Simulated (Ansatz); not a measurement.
# Simulated XPS, UPS and emission spectra of Sc5Pd4Si6, part 2 of 3

Aim: the valence spectrum of Sc5Pd4Si6 from He I to hard X-rays, and which orbitals make each feature. Spin–orbit coupling is left out of the bands throughout.

Ansatz 0.2.0; DFT, PBE, plane-wave PAW, default files, scalar-relativistic (the session's first sound run).

So far: The structure; The base run.

### 2. The base run (continued)

Valence density in the bc plane of the conventional cell at fractional x = 0.000, with atoms of Pd and Sc and Si within 0.2 Å of it. It is the smooth field of the valence electrons, not physical close to the nuclei.

Ten steps, logarithmic in the rise over the least value, from '_' (0 e/Å³) to '@' (13 e/Å³), each cell a mean:
```
%%##==______________..::::----::....____________::++##
==--..____....::....::::::....::::::..::......____::--
______..::==**##**==----::....::----++****++::..______
____....--##@@@@@@**--::::::::::--++%%@@@@%%++::..____
::::....--**@@@@%%**--..........::==##@@@@%%==::....::
##**--....--++++++--::....____....::==++++==::..::++##
%%##==..__....::::::::::......::::::::::....____--**%%
**++::______..::::::..::::::::::::..::::..______..==**
....________..::::..__..------::____::::....________..
..________....::::::::::::::::::::::::::......________
__..::==++++--::..................::....::++++++--..__
__..==##%%%%**--..__________________..::++%%%%%%**::__
__..--**%%%%**--......__________........==##%%##++::__
__....::==--::..::::::::........::::::..::--==--::..__
..__________..::::::..::::::::::::::::::....__________
--::________..::::..__..------::____::::....______..::
##**--..____....::::::::::::::::::::::::....____::++##
%%##==......::::::::::..........::::::::::......--**%%
**++::..::==**##**==::....____....--++####++--....==**
........--##@@@@@@**--::........::++%%@@@@%%++::......
______..--**%%@@%%**--::::::::::--==##@@@@##==::..____
______....::==++==--::::::__..::::::--++++--::..______
++==::______........::::::::::::::........______..--++
%%##==..____________..::::----::..______________::**%%
```
Columns run along b (9.5 Å), rows up along c (13.2 Å), edges of the conventional cell, whose origin can differ from the input's. Atoms in or near the plane, at fractional coordinates: Pd at (0.27, 0.83), Pd at (0.73, 0.83), Pd at (0.73, 0.17), Pd at (0.27, 0.17), Sc at (0.83, 0.50), Sc at (0.17, 0.50), Sc at (0.00, 0.73), Sc at (0.00, 0.27), Sc at (0.00, 0.00), Si at (0.50, 0.09), Si at (0.50, 0.91), Si at (0.38, 0.65), Si at (0.62, 0.65), Si at (0.62, 0.35) and more.

ELF in the bc plane of the conventional cell at fractional x = 0.000, with atoms of Pd and Sc and Si within 0.2 Å of it. It is the smooth field of the valence electrons, not physical close to the nuclei.

Values, 13 rows by 16 columns, each cell a mean:
```
0.47 0.28 0.16 0.26 0.27 0.33 0.54 0.51 0.50 0.57 0.39 0.27 0.26 0.20 0.18 0.47
0.12 0.25 0.27 0.39 0.42 0.37 0.52 0.51 0.46 0.59 0.36 0.42 0.41 0.28 0.28 0.15
0.30 0.21 0.29 0.44 0.43 0.41 0.31 0.41 0.41 0.35 0.35 0.44 0.45 0.32 0.22 0.27
0.50 0.41 0.14 0.24 0.35 0.47 0.51 0.54 0.54 0.52 0.48 0.39 0.25 0.18 0.25 0.59
0.29 0.14 0.13 0.29 0.57 0.40 0.33 0.68 0.76 0.38 0.36 0.56 0.38 0.16 0.11 0.26
0.33 0.20 0.32 0.32 0.38 0.66 0.64 0.57 0.55 0.62 0.68 0.48 0.31 0.33 0.22 0.27
0.15 0.40 0.53 0.58 0.29 0.36 0.49 0.33 0.30 0.46 0.44 0.20 0.60 0.46 0.55 0.14
0.34 0.17 0.22 0.26 0.45 0.66 0.60 0.61 0.60 0.59 0.65 0.54 0.27 0.24 0.17 0.29
0.36 0.17 0.13 0.29 0.54 0.41 0.35 0.68 0.76 0.40 0.37 0.54 0.37 0.17 0.12 0.33
0.50 0.40 0.16 0.25 0.33 0.43 0.48 0.46 0.45 0.48 0.45 0.36 0.26 0.20 0.25 0.58
0.22 0.22 0.29 0.46 0.43 0.43 0.33 0.47 0.47 0.38 0.37 0.45 0.47 0.33 0.24 0.20
0.13 0.22 0.27 0.35 0.40 0.36 0.55 0.46 0.40 0.60 0.37 0.40 0.38 0.27 0.25 0.15
0.50 0.33 0.13 0.24 0.25 0.31 0.52 0.59 0.58 0.56 0.36 0.26 0.25 0.17 0.21 0.53
```
Columns run along b (9.5 Å), rows up along c (13.2 Å), edges of the conventional cell, whose origin can differ from the input's. Atoms in or near the plane, at fractional coordinates: Pd at (0.27, 0.83), Pd at (0.73, 0.83), Pd at (0.73, 0.17), Pd at (0.27, 0.17), Sc at (0.83, 0.50), Sc at (0.17, 0.50), Sc at (0.00, 0.73), Sc at (0.00, 0.27), Sc at (0.00, 0.00), Si at (0.50, 0.09), Si at (0.50, 0.91), Si at (0.38, 0.65), Si at (0.62, 0.65), Si at (0.62, 0.35) and more.

Electrostatic potential energy in the bc plane of the conventional cell at fractional x = 0.000, with atoms of Pd and Sc and Si within 0.2 Å of it. With pseudopotentials it is smooth inside the atoms' cores, unlike the true potential.

Ten even steps from '0' (-55 eV) to '9' (16 eV), each cell a mean:
```
137899999999767899999999851
778999999997311589999999987
999998656887311588755799999
999985101588767897300379999
889985202589999997311379988
247998767899999999866899863
026899999888999988899999740
458999996324798532589999874
899999985101687300379999998
999999997546898754689999999
998756789999999999998656799
997300479999999999986101589
997411579999999999986312689
999877899888999988898777899
999999986324798533589999999
789999985101687300379999988
247999997545898744689999862
026899999999999999999999740
468997545899999998655689875
899984101589999997300269998
999985212688655787411479999
999999777996201489877899999
568999999997423689999999876
026899999999878899999999740
```
Columns run along b (9.5 Å; values clipped at the 3rd and 97th percentile), rows up along c (13.2 Å), edges of the conventional cell, whose origin can differ from the input's. Atoms in or near the plane, at fractional coordinates: Pd at (0.27, 0.83), Pd at (0.73, 0.83), Pd at (0.73, 0.17), Pd at (0.27, 0.17), Sc at (0.83, 0.50), Sc at (0.17, 0.50), Sc at (0.00, 0.73), Sc at (0.00, 0.27), Sc at (0.00, 0.00), Si at (0.50, 0.09), Si at (0.50, 0.91), Si at (0.38, 0.65), Si at (0.62, 0.65), Si at (0.62, 0.35) and more.

Recipe: projected DOS times atomic cross section and asymmetry factor (unpolarised light, 45° from the beam), occupied states only, Fermi edge at 300 K, a Lorentzian width of 0.2 eV growing by 0.05 eV per eV of binding energy, and a resolution of 0.15 eV. Curves are cut 10 eV under the photon energy, above any shell that the free atom's threshold puts out of reach, or at the lower edge of the window: 11.2 eV at 21.2 eV, 26.9 eV at 40.8 eV, 30 eV at 1486.7 eV and 30 eV at 9251.7 eV. A star in tables and legends marks shells that hold the states left over by the projection (1.3 % of the filled ones), a stand-in for orbitals that the files don't project on. Matrix elements of the solid and inelastic losses aren't modelled, nor non-dipole terms, which matter above 3 keV.

Share of each shell in the spectrum's area (%), by photon energy:

| shell | 21.2 eV | 40.8 eV | 1486.7 eV | 9251.7 eV |
| --- | --- | --- | --- | --- |
| Pd 4d | 75.4 | 83.6 | 57.6 | 46.0 |
| Sc 4s | 0.1 | 0.1 | 0.5 | 2.1 |
| Sc 3p | 0.0 | 0.0 | 35.9 | 39.5 |
| Sc 3d | 21.9 | 13.4 | 0.6 | 0.1 |
| Si 3s | 0.6 | 0.9 | 3.6 | 10.8 |
| Si 3p | 1.9 | 2.0 | 1.7 | 1.0 |

At the Fermi level the DOS is 4.84 states/eV a cell, and on the broadened curves Sc 3d holds 61 % of the total there.

### 3. With RPBE

This step: DFT, RPBE, plane-wave PAW, default files, scalar-relativistic (Ansatz 0.2.0).

The run is repeated with RPBE on the same cell, to see how much the levels hang on the functional.

Input file input.yaml:

```yaml
crystal:
  lattice:
    - [-1.98835, 4.7299, 6.5795]
    - [1.98835, -4.7299, 6.5795]
    - [1.98835, 4.7299, -6.5795]
  atoms:
    - { symbol: Pd, position: [0.098843, 0.831561, 0.267282] }
    - { symbol: Pd, position: [0.564279, 0.831561, 0.732718] }
    - { symbol: Pd, position: [0.901157, 0.168439, 0.732718] }
    - { symbol: Pd, position: [0.435721, 0.168439, 0.267282] }
    - { symbol: Sc, position: [0.3281, 0.5, 0.8281] }
    - { symbol: Sc, position: [0.6719, 0.5, 0.1719] }
    - { symbol: Sc, position: [0.72752, 0.72752, 0.0] }
    - { symbol: Sc, position: [0.27248, 0.27248, 0.0] }
    - { symbol: Sc, position: [0.0, 0.0, 0.0] }
    - { symbol: Si, position: [0.58886, 0.08886, 0.5] }
    - { symbol: Si, position: [0.41114, 0.91114, 0.5] }
    - { symbol: Si, position: [0.02269, 0.64636, 0.37633] }
    - { symbol: Si, position: [0.27003, 0.64636, 0.62367] }
    - { symbol: Si, position: [0.97731, 0.35364, 0.62367] }
    - { symbol: Si, position: [0.72997, 0.35364, 0.37633] }
kpoints:
  mp_grid: { grid: [8, 8, 8] }
  band_path:
    path:
      - [[0.0, 0.0, 0.0], [0.5, 0.5, -0.5], [0.272832, 0.727168, -0.272832]]
      - [[-0.272832, 0.272832, 0.272832], [0.0, 0.0, 0.0], [0.379199, -0.379199, 0.379199]]
      - [[0.620801, 0.379199, -0.379199], [0.5, 0.5, -0.5]]
      - [[0.0, 0.0, 0.0], [0.0, 0.5, 0.0], [0.25, 0.25, 0.25], [0.5, 0.0, 0.0], [0.0, 0.0, 0.0]]
    npoints: 6
scf:
  occupations: { method: fermi_dirac, width: 0.05 }
  n_extra_bands: 34
hamiltonian:
  xc: rpbe
  pseudopotentials: { kind: paw }
output:
  forces: true
  stress: true
  dos:
    projected: true
    de: 0.05
    e_range: [-30, 12]
    nscf_kmesh: { grid: [14, 14, 14] }
  fatbands: true
```

The run is started by

```
$ ansatz run input.yaml --threads 4 --pin off --max-ram 8192MiB --backend cpu --events-out ev --progress --plain --runs-dir out
```

Numbers of over 12 decimals in the logs are rounded to 6 here.

Output:

```text
[...]
Crystal: 15 atoms, lattice volume = 247.513 Å³
Basis set: ecut = 420 eV, 4821 PW (Γ), FFT grids on a1, a2+a3, a3, exchange–correlation on 120×54×120 points (8 copies of the dense FFT grid, shifted against one another)
Bands: 110, of which v1, the nominal top of the filled ones, is band 76 counted from 1 (75 counted from 0)
Symmetry: 8 space group operations
[...]
k-points: 95 of 512
[...]
SCF iter   1: F=—  HF=-42470.257381 eV  |F-HF|=—  |Δ(HF+E_count)|=         —  Δρ=4.15e-3  dr2=4.97e-2  ethr=1.77e-3  ⟨swp⟩=5.1  Hψ=38525  notcnv=0  defer=960
[...]
SCF iter   7: F=-42470.253554 eV  HF=-42470.253554 eV  |F-HF|=1.43e-8  |Δ(HF+E_count)|=   2.32e-8  Δρ=2.29e-6  dr2=2.19e-8  ethr=6.62e-11  ⟨swp⟩=9.3  Hψ=42877  notcnv=0
SCF 1 converged in 7 iterations: F = -42470.253554 eV  dr2 = 2.19e-8
[...]
NSCF: frozen V_eff on 58 k-points
[...]
SCF converged after 7 iterations
Free energy (F): -42470.253554 eV
[...]
Internal energy: -42470.216481 eV  (E = F + TS)
E sigma→0 (E₀):  -42470.235018 eV
Entropy (-TS):   -0.037073 eV (-2.472 meV/atom)
Fermi energy:    13.367042 eV
[...]
--- Forces (eV/Å), atoms counted from 1 ---
  atom   1  Pd     0.00000000     0.01300033     0.02294123
  atom   2  Pd     0.00000000    -0.01300033     0.02294123
  atom   3  Pd     0.00000000    -0.01300033    -0.02294123
  atom   4  Pd     0.00000000     0.01300033    -0.02294123
  atom   5  Sc     0.00000000     0.08863964     0.00000000
  atom   6  Sc     0.00000000    -0.08863964    -0.00000000
  atom   7  Sc     0.00000000     0.00000000    -0.00074532
  atom   8  Sc     0.00000000    -0.00000000     0.00074532
  atom   9  Sc     0.00000000     0.00000000     0.00000000
  atom  10  Si     0.00000000     0.00000000    -0.07735898
  atom  11  Si     0.00000000     0.00000000     0.07735898
  atom  12  Si     0.00000000     0.05610079    -0.06196502
  atom  13  Si     0.00000000    -0.05610079    -0.06196502
  atom  14  Si     0.00000000    -0.05610079     0.06196502
  atom  15  Si     0.00000000     0.05610079     0.06196502
  max |Σ_I F_I| component: 6.94e-18 eV/Å
--- Stress (GPa, compression-positive) ---
        5.183716      -0.000000      -0.000000
       -0.000000       5.783861       0.000000
       -0.000000       0.000000       4.795586
  P = ⅓ Tr σ = 5.2544 GPa (52.544 kbar)
--- Band table (eV; the first three rows and the last of 95) ---
  k-point 0: bands = [... 72 lower, 13.2587, 13.2899, 13.3437, 13.3983, 13.4067, 13.8521, 14.3349, 14.4532, ... 30 higher]
  k-point 1: bands = [... 72 lower, 12.8172, 12.9423, 13.4619, 13.6220, 13.7567, 14.0221, 14.1434, 14.5882, ... 30 higher]
  k-point 2: bands = [... 72 lower, 12.5707, 12.8265, 13.0893, 13.5316, 13.6627, 13.8779, 14.2528, 14.4749, ... 30 higher]
  k-point 94: bands = [... 72 lower, 12.8884, 12.9736, 13.2174, 13.3871, 14.0169, 14.0287, 14.2954, 14.3277, ... 30 higher]
```

Wall time 1.9 min (4 threads of INTEL XEON PLATINUM 8581C at 2.10GHz (Emerald Rapids), shared host); peak memory 4.8 GiB; 7.4 min of CPU time.

Numbers from this step:

```
free energy                                    : -42470.2536 eV
energy at zero smearing                        : -42470.2350 eV
smearing term TS                               : 0.03707 eV
Fermi energy                                   : 13.37 eV
pressure                                       : 5.254 GPa
share of occupied states in no projected shell : 0.0127 of the occupied states in the window
DOS at the Fermi level                         : 4.805 states/eV/cell
```

The electronic bands at the labelled points (eV, zero at the Fermi level; # counts the bands kept):

| point | #36 | #37 | #38 | #39 | #40 | #41 | #42 | #43 |
| --- | --- | --- | --- | --- | --- | --- | --- | --- |
| Γ | -0.29 | -0.10 | -0.07 | -0.02 | 0.03 | 0.04 | 0.49 | 0.97 |
| halfway | -0.50 | -0.36 | -0.34 | -0.14 | 0.01 | 0.30 | 0.58 | 1.12 |
| X | -1.05 | -0.48 | -0.39 | -0.15 | 0.02 | 0.65 | 0.67 | 0.93 |
| halfway | -0.99 | -0.84 | -0.64 | -0.59 | -0.18 | 0.61 | 0.86 | 0.91 |
| F2 | -1.52 | -1.48 | -1.15 | -0.91 | -0.67 | 0.53 | 0.93 | 0.97 |
| jump to Σ0 | -1.52 | -1.48 | -1.15 | -0.91 | -0.67 | 0.53 | 0.93 | 0.97 |
| halfway | -1.05 | -0.85 | -0.75 | -0.23 | -0.05 | 0.17 | 0.43 | 0.85 |
| Γ | -0.29 | -0.10 | -0.07 | -0.02 | 0.03 | 0.04 | 0.49 | 0.97 |
| halfway | -0.45 | -0.41 | -0.38 | -0.06 | 0.17 | 0.33 | 0.58 | 0.81 |
| Y0 | -0.88 | -0.56 | -0.53 | -0.06 | 0.01 | 0.66 | 0.78 | 0.81 |
| jump to U0 | -0.88 | -0.56 | -0.53 | -0.06 | 0.01 | 0.66 | 0.78 | 0.81 |
| halfway | -1.03 | -0.49 | -0.45 | -0.12 | 0.02 | 0.67 | 0.73 | 0.90 |
| X | -1.05 | -0.48 | -0.39 | -0.15 | 0.02 | 0.65 | 0.67 | 0.93 |
| jump to Γ | -0.29 | -0.10 | -0.07 | -0.02 | 0.03 | 0.04 | 0.49 | 0.97 |
| halfway | -1.07 | -0.80 | -0.79 | -0.11 | -0.08 | 0.28 | 0.57 | 0.89 |
| R | -1.43 | -1.38 | -1.30 | -0.67 | -0.59 | 0.51 | 0.57 | 1.10 |
| halfway | -1.62 | -1.43 | -1.38 | -0.85 | -0.66 | 0.49 | 0.66 | 1.19 |
| W | -1.55 | -1.51 | -1.43 | -1.00 | -0.73 | 0.47 | 0.75 | 1.35 |
| halfway | -1.01 | -0.82 | -0.50 | -0.44 | -0.03 | 0.36 | 0.80 | 0.99 |
| S | -0.46 | -0.44 | -0.30 | -0.21 | -0.06 | 0.38 | 0.71 | 0.81 |
| halfway | -0.51 | -0.32 | -0.28 | -0.07 | 0.14 | 0.20 | 0.64 | 0.87 |
| Γ | -0.29 | -0.10 | -0.07 | -0.02 | 0.03 | 0.04 | 0.49 | 0.97 |

Of the projections kept (Pd d, Sc s, Sc d, Si s, Si p, not projected), the largest for each band there; the rest of the weight can lie on other orbitals:

| point | #36 | #37 | #38 | #39 | #40 | #41 | #42 | #43 |
| --- | --- | --- | --- | --- | --- | --- | --- | --- |
| Γ | Sc d 0.51 | Sc d 0.56 | Sc d 0.41 | Sc d 0.80 | Si p 0.41 | Sc d 0.77 | Sc d 0.55 | Sc d 0.60 |
| X | Sc d 0.44 | Si p 0.52 | Sc d 0.60 | Sc d 0.73 | Sc d 0.74 | Sc d 0.56 | Sc d 0.79 | Sc d 0.79 |
| F2 | Sc d 0.45 | Sc d 0.45 | Si p 0.50 | Si p 0.43 | Si p 0.46 | Sc d 0.70 | Sc d 0.57 | Sc d 0.49 |
| Σ0 | Sc d 0.45 | Sc d 0.45 | Si p 0.50 | Si p 0.43 | Si p 0.46 | Sc d 0.70 | Sc d 0.57 | Sc d 0.49 |
| Γ | Sc d 0.51 | Sc d 0.56 | Sc d 0.41 | Sc d 0.80 | Si p 0.41 | Sc d 0.77 | Sc d 0.55 | Sc d 0.60 |
| Y0 | Sc d 0.37 | Sc d 0.52 | Si p 0.53 | Sc d 0.68 | Sc d 0.73 | Sc d 0.80 | Sc d 0.79 | Sc d 0.74 |

The DOS has structure finer than the step of the table below, so its rows give means over 1 eV, whole bins alone (the curve runs from -30.0 to 5.72 eV). Peaks (eV: height): total -28.6: 32.2, -28.0: 140, -4.1: 25.7, 3.3: 19.7; Pd 4d -4.7: 15.4, -4.1: 20.0, -3.6: 15.4, -2.9: 12.4; Si 3p -5.0: 5.14, -4.7: 5.55, -1.8: 4.47, 4.3: 4.40; Sc 3d 1.6: 13.0, 1.9: 12.4, 2.2: 14.2, 3.3: 13.9; Si 3s -9.5: 6.17, -7.2: 4.01, 3.3: 1.37, 4.0: 1.41.

* holds the states left over by the projection beside any projected weight of its own, shared among the starred shells. Table of DOS by E, zero at the Fermi level; means over each step; 7 of 10 lines; values in states/eV/cell:

| E (eV) | total | Pd 4d | Si 3p | Sc 3d | Si 3s | Sc 4s | Sc 4p* |
| --- | --- | --- | --- | --- | --- | --- | --- |
| -29 | 4.35 | 0.00144 | 0.0245 | 0.00236 | 0.00360 | 0.00333 | 0 |
| -28 | 25.7 | 0.0279 | 0.209 | 0.0159 | 0.0398 | 0.0197 | 0 |
| -27 | 0 | 0 | 0 | 0 | 0 | 0 | 0 |
| -26 | 0 | 0 | 0 | 0 | 0 | 0 | 0 |
| -25 | 0 | 0 | 0 | 0 | 0 | 0 | 0 |
| -24 | 0 | 0 | 0 | 0 | 0 | 0 | 0 |
| -23 | 0 | 0 | 0 | 0 | 0 | 0 | 0 |
| -22 | 0 | 0 | 0 | 0 | 0 | 0 | 0 |
| -21 | 0 | 0 | 0 | 0 | 0 | 0 | 0 |
| -20 | 0 | 0 | 0 | 0 | 0 | 0 | 0 |
| -19 | 0 | 0 | 0 | 0 | 0 | 0 | 0 |
| -18 | 0 | 0 | 0 | 0 | 0 | 0 | 0 |
| -17 | 0 | 0 | 0 | 0 | 0 | 0 | 0 |
| -16 | 0 | 0 | 0 | 0 | 0 | 0 | 0 |
| -15 | 0 | 0 | 0 | 0 | 0 | 0 | 0 |
| -14 | 0 | 0 | 0 | 0 | 0 | 0 | 0 |
| -13 | 0 | 0 | 0 | 0 | 0 | 0 | 0 |
| -12 | 0 | 0 | 0 | 0 | 0 | 0 | 0 |
| -11 | 0.141 | 8.9e-4 | 0.00439 | 9.6e-4 | 0.0722 | 0.0587 | 7.9e-4 |
| -10 | 3.21 | 0.130 | 0.266 | 0.0971 | 1.96 | 0.682 | 0.0366 |
| -9 | 2.65 | 0.208 | 0.249 | 0.222 | 1.79 | 0.135 | 0.0331 |
| -8 | 2.37 | 0.321 | 0.540 | 0.160 | 1.14 | 0.120 | 0.0334 |
| -7 | 3.63 | 0.771 | 0.572 | 0.395 | 1.71 | 0.106 | 0.0317 |
| -6 | 1.32 | 0.493 | 0.589 | 0.0892 | 0.00917 | 0.106 | 0.0102 |
| -5 | 14.0 | 8.16 | 4.20 | 0.723 | 0.122 | 0.538 | 0.106 |
| -4 | 17.9 | 13.6 | 2.81 | 0.782 | 0.225 | 0.261 | 0.121 |
| -3 | 12.9 | 8.56 | 2.42 | 0.942 | 0.403 | 0.278 | 0.157 |
| -2 | 9.01 | 2.66 | 3.50 | 1.89 | 0.344 | 0.204 | 0.221 |
| -1 | 9.19 | 1.71 | 3.44 | 3.21 | 0.231 | 0.146 | 0.241 |
| 0 | 5.27 | 0.635 | 1.21 | 2.95 | 0.0576 | 0.0728 | 0.186 |
| 1 | 7.62 | 0.741 | 1.00 | 5.22 | 0.0940 | 0.0817 | 0.271 |
| 2 | 14.2 | 0.693 | 0.962 | 11.3 | 0.245 | 0.193 | 0.448 |
| 3 | 13.8 | 0.347 | 1.59 | 10.0 | 0.726 | 0.408 | 0.411 |
| 4 | 11.3 | 0.293 | 2.37 | 5.76 | 0.955 | 0.830 | 0.601 |
| 5 | 9.09 | 0.208 | 2.66 | 2.67 | 0.735 | 0.896 | 1.07 |

Simulated valence spectra by photon energy, shown to 13 eV, since a deeper line would dwarf them at some energies; the 100 % can be that line's tail at the edge; this run's widths, added to any smearing of the DOS itself: Gaussian 0.15 eV, Lorentzian 0.05 eV plus 0.05 an eV of depth. The intensity by binding energy, zero at the Fermi level; values in % of the maximum within 13 eV:

| binding energy (eV) | 21.2 eV | 40.8 eV | 150 eV | 1486.7 eV | 9251.7 eV |
| --- | --- | --- | --- | --- | --- |
| -1.0 | 0.754 | 0.599 | 1.43 | 0.558 | 0.678 |
| -0.5 | 1.23 | 0.913 | 2.35 | 0.760 | 0.911 |
| 0.0 | 15.2 | 8.25 | 32.2 | 3.30 | 3.84 |
| 0.5 | 41.0 | 23.9 | 88.7 | 11.9 | 13.4 |
| 1.0 | 40.3 | 24.7 | 86.7 | 14.1 | 16.8 |
| 1.5 | 43.5 | 28.9 | 91.0 | 19.4 | 23.8 |
| 2.0 | 35.1 | 26.5 | 64.2 | 21.4 | 25.8 |
| 2.5 | 40.2 | 34.3 | 57.7 | 31.2 | 36.3 |
| 3.0 | 70.7 | 68.2 | 62.0 | 67.3 | 71.9 |
| 3.5 | 79.9 | 79.2 | 59.8 | 78.8 | 79.6 |
| 4.0 | 95.2 | 95.0 | 68.9 | 95.0 | 95.2 |
| 4.5 | 75.0 | 74.3 | 59.2 | 74.0 | 73.9 |
| 5.0 | 55.3 | 53.2 | 58.3 | 52.7 | 56.6 |
| 5.5 | 26.3 | 24.5 | 35.6 | 24.2 | 28.8 |
| 6.0 | 6.37 | 5.90 | 9.31 | 6.06 | 8.26 |
| 6.5 | 4.00 | 3.56 | 7.81 | 4.03 | 7.92 |
| 7.0 | 10.2 | 8.39 | 26.7 | 10.5 | 28.9 |
| 7.5 | 12.1 | 9.76 | 36.1 | 13.0 | 40.2 |
| 8.0 | 5.55 | 4.47 | 19.4 | 6.53 | 21.8 |
| 8.5 | 2.62 | 2.10 | 9.70 | 3.26 | 11.2 |
| 9.0 | 4.32 | 3.27 | 18.2 | 5.64 | 22.5 |
| 9.5 | 7.51 | 5.71 | 36.3 | 11.3 | 49.1 |
| 10.0 | 3.77 | 2.88 | 20.4 | 6.44 | 29.8 |
| 10.5 | 1.68 | 1.30 | 9.39 | 3.02 | 13.9 |
| 11.0 | 0.762 | 0.611 | 3.94 | 1.28 | 4.96 |
| 11.5 | - | 0.394 | 2.44 | 0.787 | 2.52 |
| 12.0 | - | 0.295 | 1.90 | 0.600 | 1.65 |
| 12.5 | - | 0.237 | 1.65 | 0.505 | 1.23 |

Spectra as before, but with a recipe of its own (widths, and in some runs the light), which changes peak heights and what is resolved: Gaussian 0.15 eV, Lorentzian 0.05 eV plus 0.05 times the binding energy, linear light, analyser at 10°, Fermi edge at 77 K; some photon energies differ too.

The two runs compared:

| quantity | this run | base run | difference |
| --- | --- | --- | --- |
| DOS at the Fermi level (states/eV/cell) | 4.8051 | 4.836 | -0.0309 |

(Continued in part 3 of 3.)

[Logs are printed without paths, hosts, clocks, repeated set-up lines and the standing remarks that a program may print on its own settings, such as how far it seeks lower states.]

[Hosts, paths, dates, database ids (printed as entryN), source tags and the programs' standing remarks are cut or masked in the printed files.]

[Maps of the electrostatic potential energy from Ansatz leave out the sawtooth potential of an applied field or a dipole correction, so their vacuum need not be flat; work functions include it.]

[Peak lists hold at most the 14 tallest peaks of each spectrum; further lines can be left out.]
